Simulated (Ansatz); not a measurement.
## CN on Li(100): change of the work function: the clean slab

Ansatz 0.2.0; plane-wave DFT, LDA, Ansatz PAW.

File input.yaml:

```yaml
crystal:
  lattice:
    - [3.49, 0.0, 0.0]
    - [0.0, 3.49, 0.0]
    - [0.0, 0.0, 24.98]
  atoms:
    - { symbol: Li, position: [0.0, 0.0, 0.3602882306] }
    - { symbol: Li, position: [0.5, 0.5, 0.4301441153] }
    - { symbol: Li, position: [0.0, 0.0, 0.5] }
    - { symbol: Li, position: [0.5, 0.5, 0.5698558847] }
    - { symbol: Li, position: [0.0, 0.0, 0.6397117694] }
kpoints:
  mp_grid: { grid: [9, 9, 1] }
hamiltonian:
  xc: lda
scf:
  occupations: { method: fermi_dirac, width: 0.1 }
  convergence: { dr2_threshold: 1.0e-08 }
efield:
  axis: 3
  dipole_correction: true
  ramp_position: 0.97
  ramp_width: 0.06
relax:
  f_tol: 0.02
  max_steps: 60
  constraints: [{ sites: [0, 1] }]
output:
  write_potential: true
  write_density: true
  volumetric_format: npy
```

Launch:

```console
ansatz run input.yaml --threads 4 --pin off --max-ram 6144MiB --backend cpu --events-out ev --progress --plain --runs-dir out
```

**Question.** What does this run give for the work function, upper face; and electron's electrostatic potential energy less the Fermi level against z?

In the vacuum the potential turns flat, and its height over the Fermi level, 3.03 eV, is the work function of the face beside that plateau.

The run keeps the 8 symmetry operations that it works with, so distortions that break them were not tested.

Relaxation path:

```tsv
step	energy less that of the first step (eV)	largest force component (eV/Å)
1	0.0000	0.0990
2	-0.0221	0.0534
3	-0.0321	0.0617
4	-0.0334	0.0591
5	-0.0350	0.0025
```

The atoms that moved most (Å):

```tsv
atom	dx	dy	dz	length
Li5	0.000	0.000	-0.480	0.480
Li4	0.000	0.000	-0.409	0.409
Li3	0.000	0.000	-0.205	0.205
```

Final coordinates:

```xyz
5
Lattice="3.4900 0.0000 0.0000 0.0000 3.4900 0.0000 0.0000 0.0000 24.9800" Properties=species:S:1:pos:R:3
Li    0.0000    0.0000    9.0000
Li    1.7450    1.7450   10.7450
Li    0.0000    0.0000   12.2852
Li    1.7450    1.7450   13.8257
Li    0.0000    0.0000   15.4996
```

This step gave:

| Item | Value |
| --- | --- |
| work function, upper face | 3.032 eV |
| dipole along the normal | -0.001162 e·Å |

Running mean over 1.745 Å of the planar mean; the ramp of the sawtooth is left out. The electron's electrostatic potential energy less the Fermi level by z:

```tsv
z (Å)	electron's electrostatic potential energy less the Fermi level (eV)
4	3.01
5	3.01
6	2.95
7	2.64
8	1.06
9	-0.697
10	-0.571
11	-0.723
12	-0.789
13	-0.950
14	-0.617
15	-0.821
16	-0.200
17	2.18
18	2.88
19	3.01
20	3.03
21	3.03
```

[Logs are printed without paths, hosts, clocks, repeated set-up lines and the standing remarks that a program may print on its own settings, such as how far it seeks lower states.]

[Hosts, paths, dates, database ids (printed as entryN), source tags and the programs' standing remarks are cut or masked in the printed files.]

[Maps of the electrostatic potential energy from Ansatz leave out the sawtooth potential of an applied field or a dipole correction, so their vacuum need not be flat; planar profiles and work functions include it.]
